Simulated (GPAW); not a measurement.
**Optical response of SiC (Moissanite)**

Wanted: where SiC (Moissanite) starts to absorb, how strongly, and its refractive index.

Calculated with GPAW 26.7.0; DFT, PBE, plane-wave PAW (GPAW data sets), scalar-relativistic, RPA, optical limit.

### 1. Starting point

It takes space group P6_3mc (No. 186, hexagonal). The conventional cell has a = 3.076 Å, b = 3.076 Å, c = 5.048 Å, α = 90.00°, β = 90.00°, γ = 120.00°. Si has 4 C at 1.87 to 1.94 Å nearest. C has 4 Si at 1.87 to 1.94 Å nearest. Farther neighbours are not listed.

Coordinates:

```
Si C
1.0
     3.07600    0.00000    0.00000
    -1.53800    2.66389    0.00000
     0.00000    0.00000    5.04800
Si C
2 2
Direct
  0.66667 0.33333 0.50000
  0.33333 0.66667 0.00000
  0.66667 0.33333 0.88500
  0.33333 0.66667 0.38500
```

### 2. Bands for the response

At the fixed density, many empty bands are solved on the mesh of the response, since the spectrum sums over them.

This step: DFT, PBE, plane-wave PAW (GPAW data sets), scalar-relativistic, bands at fixed density (GPAW 26.7.0).

nscf.py

```python
from ase.dft.bandgap import bandgap
from gpaw import GPAW, FermiDirac

calc = GPAW('gs.gpw').fixed_density(kpts={'size': (12, 12, 7), 'gamma': True}, nbands=39, convergence={'bands': 33},
                                    occupations=FermiDirac(0.001), txt='nscf.txt')
print('gap (eV)', bandgap(calc, output=None)[0])
print('direct gap (eV)', bandgap(calc, direct=True, output=None)[0])
print('top band over the Fermi level (eV)', min(calc.get_eigenvalues(kpt=k)[32] for k in range(len(calc.get_ibz_k_points()))) - calc.get_fermi_level())
calc.write('full.gpw', mode='all')
```

Launch:

```
> OMP_NUM_THREADS=1 python nscf.py
```

Numbers of over 12 decimals in the logs are rounded to 6 here.

The program printed:

```text
Diagonalizing LCAO Hamiltonian
Converting LCAO to pw mode
convergence criteria:
- Maximum integral of absolute [eigenst]ate change: 4e-08 eV^2 / valence electron
maximum number of iterations: 150

SCF iterations
|iter     |      energy | eigst |  dens |
|iter:   1||             | +3.34 |       |
|iter:   2||             | +1.85 |       |
|iter:   3||             | +0.74 |       |
|iter:   4||             | -0.18 |       |
|iter:   5||             | -0.99 |       |
|iter:   6||             | -1.77 |       |
|iter:   7||             | -2.57 |       |
|iter:   8||             | -3.28 |       |
|iter:   9||             | -3.99 |       |
|iter:  10||             | -4.75 |       |
|iter:  11||             | -5.48 |       |
|iter:  12||             | -6.30 |       |
|iter:  13||             | -6.86 |       |
|iter:  14||             | -7.54c|       |
SCF steps: 14
  __  _  _
 | _ |_)|_||  |
 |__||  | ||/\| - 26.7.0

Versions:
  Python: 3.12.14
  ASE:    3.29.0
  Numpy:  2.5.5
  Scipy:  1.18.1
  Libxc:  7.0.0

Input parameters:
  mode=PW(ecut=550.0),
  convergence={'bands': 33},
  gpts=array([18, 18, 28]),
  kpts=MonkhorstPack(size=(12, 12, 7), gamma=True),
  maxiter=150,
  nbands=39,
  occupations=Occupations(name='fermi-dirac', width=0.001, fixmagmom=False),
  parallel={},
  xc=XC(name='PBE')

--- standard output ---
gap (eV) 2.314489
direct gap (eV) 4.070247
top band over the Fermi level (eV) 28.096071
```

Elapsed: 2.2 min, on 1 thread of Arm Neoverse V1, shared host; peak memory 0.28 GiB.

This step gave:

| Item | Value |
| --- | --- |
| gap on the k-mesh | 2.314 eV |
| direct gap on the mesh | 4.070 eV |

### 3. Dielectric function, RPA

Local fields let the induced charge screen the field inside the cell, which as a rule lowers ε, most along directions where the density is uneven.

This step: DFT, PBE, plane-wave PAW (GPAW data sets), scalar-relativistic, RPA, optical limit (GPAW 26.7.0).

df.py

```python
from gpaw.response.df import DielectricFunction

df = DielectricFunction('full.gpw', frequencies={'type': 'nonlinear', 'domega0': 0.03, 'omega2': 8},
                        ecut=70,
                        eta=0.12,
                        nbands=33,
                        txt='df.txt')
for direction in ['x', 'z']:
    df.get_dielectric_function(xc='RPA', direction=direction, filename=f'df_{direction}.csv')
```

Launch:

```
> OMP_NUM_THREADS=1 python df.py
```

The program printed:

```text
Using integrator: PointIntegrator
NonLinearFrequencyDescriptor(from 0.000 to 49.084 eV, 463 points)
Nonperiodic BCs:  [False False False]
Using integrator: PointIntegrator
NonLinearFrequencyDescriptor(from 0.000 to 49.084 eV, 463 points)
Nonperiodic BCs:  [False False False]

Calculating chi0 body with:
    Ground state adapter containing:
    Number of spins: 1
    Number of kpoints: 1008
    Number of irreducible kpoints: 112
    Number of completely occupied states: 8
    Number of partially occupied states: 8

    Linear response parametrization:
    q_c: [0.0, 0.0, 0.0]
    Number of frequency points: 463
    Planewave cutoff: 70.0
    Number of bands: 33
    Number of planewaves: 55
    Broadening (eta): 0.12

Integrating chi0 body.

Symmetries of q_c:
    Direct symmetries (Uq -> q): 6
    Indirect symmetries (TUq -> q): 6
In total 12 allowed symmetries.

112 groups of equivalent kpoints. 88.888889% reduction.

Integral kind: spectral function

Calculating chi0 optical extensions with:
    Ground state adapter containing:
    Number of spins: 1
    Number of kpoints: 1008
    Number of irreducible kpoints: 112
    Number of completely occupied states: 8
    Number of partially occupied states: 8

    Linear response parametrization:
    Number of frequency points: 463
    Planewave cutoff: 70.0
    Number of bands: 33
    Number of planewaves: 55
    Broadening (eta): 0.12
Integrating chi0 head and wings.

Symmetries of q_c:
    Direct symmetries (Uq -> q): 6
    Indirect symmetries (TUq -> q): 6
In total 12 allowed symmetries.

112 groups of equivalent kpoints. 88.888889% reduction.

Integral kind: spectral function wings
```

It took 14 s on 1 thread; peak memory 0.29 GiB.

Numbers from this step:

```
electronic dielectric constant ε∞, mean over x, y and z (by symmetry where fewer were run) : 6.757
main peak of Im epsilon, first axis                                                        : 6.274 eV
```

Some rows of df_x.csv (energy; Re and Im without local fields; Re and Im with them):

```text
0.000000, 7.021630, -0.000000, 6.546229, -0.000000
0.429336, 7.042274, 0.011601, 6.564607, 0.010327
0.878195, 7.109128, 0.024355, 6.624106, 0.021671
1.347938, 7.232693, 0.039202, 6.734014, 0.034855
1.840057, 7.429680, 0.057643, 6.909062, 0.051192
2.356191, 7.727658, 0.082340, 7.173482, 0.073005
2.898142, 8.175150, 0.118631, 7.569804, 0.104947
3.467895, 8.867084, 0.179245, 8.181041, 0.158121
4.067647, 10.027957, 0.306049, 9.203556, 0.269346
4.699832, 12.433530, 0.923773, 11.319420, 0.824863
5.367152, 15.787234, 4.582651, 14.104431, 4.023637
6.072622, 16.202629, 16.473201, 15.295313, 13.611786
6.819608, 6.566343, 15.208509, 6.266929, 13.394376
7.611886, -0.925080, 12.403070, -0.320544, 11.558461
8.453705, -1.895394, 11.144727, -0.943426, 10.139730
9.349861, -5.194839, 7.604885, -4.222153, 7.640198
10.305790, -3.280121, 4.765933, -2.677859, 4.746254
11.327680, -3.581066, 3.484262, -3.202881, 3.584227
12.422601, -2.782244, 2.081922, -2.419343, 2.284684
13.598673, -2.092893, 1.745482, -1.775091, 2.029161
```

The Im ε has structure finer than the step of the table below, so its rows give means over 0.5 eV, whole bins alone (the curve runs from 0 to 14.0 eV). Peaks (eV: height): E ∥ x 6.28: 16.6, 7.38: 15.7; E ∥ z 5.22: 11.6, 5.82: 13.7, 6.33: 15.8.

Values under the direct gap are tails of Lorentzian lines. Im ε against photon energy; means over each step:

```csv
photon energy (eV),E ∥ x,E ∥ z
0.5,0.0121,0.0156
1.0,0.0250,0.0324
1.5,0.0397,0.0520
2.0,0.0575,0.0767
2.5,0.0807,0.110
3.0,0.113,0.161
3.5,0.164,0.247
4.0,0.256,0.436
4.5,0.545,1.32
5.0,1.83,7.00
5.5,4.53,10.3
6.0,12.2,13.2
6.5,14.4,14.9
7.0,13.9,14.5
7.5,13.5,13.6
8.0,10.7,11.1
8.5,9.90,8.54
9.0,9.68,7.95
9.5,6.80,5.92
10.0,5.75,5.05
10.5,4.94,4.30
11.0,4.71,3.79
11.5,3.44,2.80
12.0,3.05,3.06
12.5,2.26,2.55
13.0,2.30,2.36
13.5,2.11,1.80
```

Table of Re ε by photon energy:

```
photon energy (eV)   E ∥ x  E ∥ z
               0.0    6.55   7.18
               0.5    6.57   7.21
               1.0    6.65   7.31
               1.5    6.78   7.48
               2.0    6.98   7.75
               2.5    7.27   8.13
               3.0    7.66   8.68
               3.5    8.22   9.50
               4.0    9.06   10.8
               4.5    10.5   13.4
               5.0    12.5   17.5
               5.5    14.2   13.4
               6.0    15.9   10.5
               6.5    7.29   5.78
               7.0    5.73   2.72
               7.5  -0.825  0.322
               8.0   0.109  -4.63
               8.5   -1.15  -2.45
               9.0   -2.47  -2.66
               9.5   -3.69  -3.18
              10.0   -3.37  -3.21
              10.5   -2.30  -3.17
              11.0   -3.02  -2.93
              11.5   -2.83  -2.33
              12.0   -2.85  -2.02
              12.5   -2.27  -2.32
              13.0   -1.89  -2.30
              13.5   -1.86  -2.04
```

Refractive index n and extinction k against photon energy:

```csv
photon energy (eV),"n, E ∥ x","k, E ∥ x","n, E ∥ z","k, E ∥ z"
0.0,2.56,0,2.68,0
0.5,2.56,0.00235,2.69,0.00289
1.0,2.58,0.00483,2.70,0.00598
1.5,2.60,0.00760,2.74,0.00947
2.0,2.64,0.0108,2.78,0.0137
2.5,2.70,0.0149,2.85,0.0192
3.0,2.77,0.0203,2.95,0.0270
3.5,2.87,0.0283,3.08,0.0396
4.0,3.01,0.0417,3.29,0.0642
4.5,3.23,0.0764,3.67,0.148
5.0,3.55,0.250,4.25,0.748
5.5,3.81,0.565,3.84,1.16
6.0,4.23,1.42,3.62,1.60
6.5,3.37,2.01,3.29,2.24
7.0,3.20,2.12,3.00,2.50
7.5,2.51,2.67,2.61,2.54
8.0,2.31,2.29,1.87,2.85
8.5,2.11,2.37,1.81,2.39
9.0,1.96,2.51,1.67,2.34
9.5,1.34,2.34,1.26,2.18
10.0,1.33,2.27,1.18,2.14
10.5,1.25,1.96,1.02,2.05
11.0,1.16,2.09,1.03,1.99
11.5,0.899,1.91,0.800,1.72
12.0,0.843,1.89,0.939,1.70
12.5,0.666,1.65,0.706,1.68
13.0,0.778,1.58,0.757,1.70
13.5,0.679,1.52,0.592,1.55
```

The Im ε, E ∥ x has structure finer than the step of the table below, so its rows give means over 0.5 eV, whole bins alone (the curve runs from 0 to 14.0 eV). Peaks (eV: height): without local fields 6.23: 19.1, 7.32: 17.5; with local fields 6.28: 16.6, 7.38: 15.7.

Values under the direct gap are tails of Lorentzian lines. The Im ε, E ∥ x by photon energy; means over each step:

```csv
photon energy (eV),without local fields,with local fields
0.5,0.0136,0.0121
1.0,0.0281,0.0250
1.5,0.0447,0.0397
2.0,0.0648,0.0575
2.5,0.0911,0.0807
3.0,0.128,0.113
3.5,0.186,0.164
4.0,0.291,0.256
4.5,0.614,0.545
5.0,2.05,1.83
5.5,5.33,4.53
6.0,14.7,12.2
6.5,16.2,14.4
7.0,16.1,13.9
7.5,14.7,13.5
8.0,11.9,10.7
8.5,10.9,9.90
9.0,10.2,9.68
9.5,6.92,6.80
10.0,5.71,5.75
10.5,4.98,4.94
11.0,4.54,4.71
11.5,3.43,3.44
12.0,2.84,3.05
12.5,2.08,2.26
13.0,2.08,2.30
13.5,1.83,2.11
```

The reflectivity at normal incidence has structure finer than the step of the table below, so its rows give means over 0.25 eV, whole bins alone (the curve runs from 0 to 14.0 eV). Peaks (eV: height): E ∥ x 7.438: 49.1, 9.416: 52.9, 11.252: 53.4, 12.181: 54.6; E ∥ z 5.173: 41.4, 7.966: 54.7, 9.284: 54.8, 11.177: 53.5, 12.423: 50.9, 13.169: 53.6.

The reflectivity at normal incidence by photon energy; means over each step:

```
photon energy (eV)  E ∥ x (%)  E ∥ z (%)
              0.25       19.2       20.9
              0.50       19.3       20.9
              0.75       19.3       21.0
              1.00       19.5       21.2
              1.25       19.6       21.4
              1.50       19.8       21.6
              1.75       20.0       21.9
              2.00       20.3       22.2
              2.25       20.7       22.6
              2.50       21.1       23.1
              2.75       21.5       23.7
              3.00       22.0       24.3
              3.25       22.6       25.1
              3.50       23.3       26.0
              3.75       24.2       27.1
              4.00       25.1       28.5
              4.25       26.3       30.3
              4.50       27.9       32.8
              4.75       29.8       36.0
              5.00       31.6       39.4
              5.25       33.8       39.8
              5.50       35.3       38.1
              5.75       39.4       41.4
              6.00       42.5       40.3
              6.25       44.9       44.0
              6.50       42.5       44.1
              6.75       41.7       43.6
              7.00       42.4       46.0
              7.25       45.7       45.7
              7.50       47.6       46.5
              7.75       44.2       50.2
              8.00       43.0       53.6
              8.25       43.9       47.6
              8.50       44.4       46.5
              8.75       44.2       47.5
              9.00       48.0       47.5
              9.25       51.6       52.9
              9.50       50.7       49.5
              9.75       47.2       49.4
             10.00       49.4       49.4
             10.25       48.0       48.4
             10.50       44.3       50.4
             10.75       46.0       48.0
             11.00       48.8       49.5
             11.25       52.6       52.9
             11.50       50.7       48.8
             11.75       48.9       43.7
             12.00       51.6       43.7
             12.25       53.6       47.3
             12.50       51.1       49.6
             12.75       46.3       45.8
             13.00       45.4       49.4
             13.25       46.3       52.3
             13.50       46.7       52.0
             13.75       46.5       51.4
```

At chosen wavelengths:

```csv
wavelength (nm),n x,k x,R (%) x,1/α x,n z,k z,R (%) z,1/α z
1550,2.57,0.004,19.4,32 µm,2.69,0.005,21.0,26 µm
800,2.61,0.008,19.9,8.1 µm,2.74,0.010,21.6,6.5 µm
532,2.68,0.013,20.8,3.2 µm,2.83,0.017,22.8,2.5 µm
450,2.73,0.017,21.5,2.1 µm,2.90,0.023,23.7,1.6 µm
405,2.78,0.021,22.2,1.5 µm,2.96,0.028,24.5,1.1 µm
365,2.84,0.026,23.0,1.1 µm,3.05,0.036,25.6,798 nm
308,3.02,0.043,25.2,574 nm,3.30,0.066,28.7,371 nm
```

Below the direct gap, k and the depth come from the tails of the Lorentzian lines, not from transitions.

Rows near the edge hang on the gap, which this functional as a rule makes too small, and phonon-assisted absorption is left out.

At 1064 nm the birefringence n(z) − n(x) is +0.127: the crystal is uniaxial positive at this level.

### 4. Outcome

| Item | Value |
| --- | --- |
| electronic dielectric constant ε∞, mean over x, y and z (by symmetry where fewer were run) (RPA) | 6.76 |
| main peak of Im epsilon, first axis | 6.27 eV |

What this shows: At this level (PBE, RPA) SiC has a mean ε∞ = 6.76 and n = 2.57 at 1550 nm (E ∥ x), and Im ε peaks at 6.3 eV (E ∥ x). On the mesh the gap is 2.31 eV and the least direct gap 4.07 eV, so on this mesh the band edges lie at different points. Local fields change the static value along x from 7.02 to 6.55 (-7 %). Distinct maxima of Im ε, read by a parabola through the highest points, lie at 6.27 eV (17), 7.36 eV (16) and 8.84 eV (10) for E ∥ x. The static values by axis are 6.55 (x), 7.18 (z). At 1064 nm the birefringence n(z) − n(x) is +0.127: the crystal is uniaxial positive at this level. Excitons and phonon-assisted transitions are missing; PBE gaps are as a rule too small, which pulls the onset down and ε∞ up. The sum runs over mesh points, so small or evenly spaced maxima can still be ripples of the mesh.

[Machine, clock and banner lines and Python warnings are left out of the logs.]

[Logs are printed without paths, hosts, clocks, repeated set-up lines and the standing remarks that a program may print on its own settings, such as how far it seeks lower states.]

[Hosts, paths, dates, database ids (printed as entryN), source tags and the programs' standing remarks are cut or masked in the printed files.]
